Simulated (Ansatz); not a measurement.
# Calculated records

Some values are withheld and marked by numbers in brackets.

```cif
data_tibr2
_symmetry_space_group_name_H-M 'P 1'
_symmetry_Int_Tables_number 1
_cell_length_a 3.3713
_cell_length_b 3.3713
_cell_length_c 30.0176
_cell_angle_alpha 90.000
_cell_angle_beta 90.000
_cell_angle_gamma 120.000
_cell_volume 295.46
loop_
_atom_site_label
_atom_site_type_symbol
_atom_site_fract_x
_atom_site_fract_y
_atom_site_fract_z
_atom_site_occupancy
Ti1 Ti 0.00000 0.00000 0.31829 1
Br2 Br 0.33333 0.66667 0.37399 1
Br3 Br 0.66667 0.33333 0.26260 1
_calc_subject 'TiBr2 (1T sheet): Hubbard U and Hund's J by constrained RPA'
_calc_method 'DFT, LDA, plane waves, PAW (and 1 further level or step)'
_calc_program 'Ansatz 0.2.0'
_calc_settings_of_one_run 'cutoff 420 eV, 12×12×1 k-mesh, smearing width 0.08 eV, default PAW, coordination {"Ti": "octahedral"}, magnetic state non-magnetic by constraint'
_calc_cost '3 runs, 3.5 min in all on 8 threads of Arm Neoverse V2, shared host (the runs of this entry)'
_calc_notes 'This run has no spin polarisation, although Ti can carry a moment. The program’s warnings: xc potential rough in thin density. The structure was relaxed with LDA. Limits: no spin-orbit coupling. The bands cross the Fermi level under this constraint, which need not be the crystal’s state: magnetic order, correlation or a lattice distortion may open a gap.'
_calc_ti_d 'U 4.43 eV, U′ 3.73 eV, J 0.34 eV, bare V 13.7 eV'
_calc_ti_d_anion_p '[1]'
_calc_method 'constrained RPA on non-magnetic LDA, 6×6×1 mesh, static; search for lower states off'
```

**Question.** What are the withheld values?

[1] Ti d + anion p (TiBr2 (1T sheet)): U 7.56 eV, U′ 6.69 eV, J 0.42 eV, bare V 15.7 eV. With the window Ti d + anion p U becomes 7.56 eV and the bare V 15.69 eV, so U/V goes from 0.32 to 0.48.

[Paths, hosts, dates, memory and timing lines, banners, echoed tables and standing remarks are left out of the program output.]

[Logs are printed without paths, hosts, clocks, repeated set-up lines and the standing remarks that a program may print on its own settings, such as how far it seeks lower states.]

[Runs of the session that timed out or met a known fault of the program may be left out.]

[Hosts, paths, dates, database ids (printed as entryN), source tags and the programs' standing remarks are cut or masked in the printed files.]
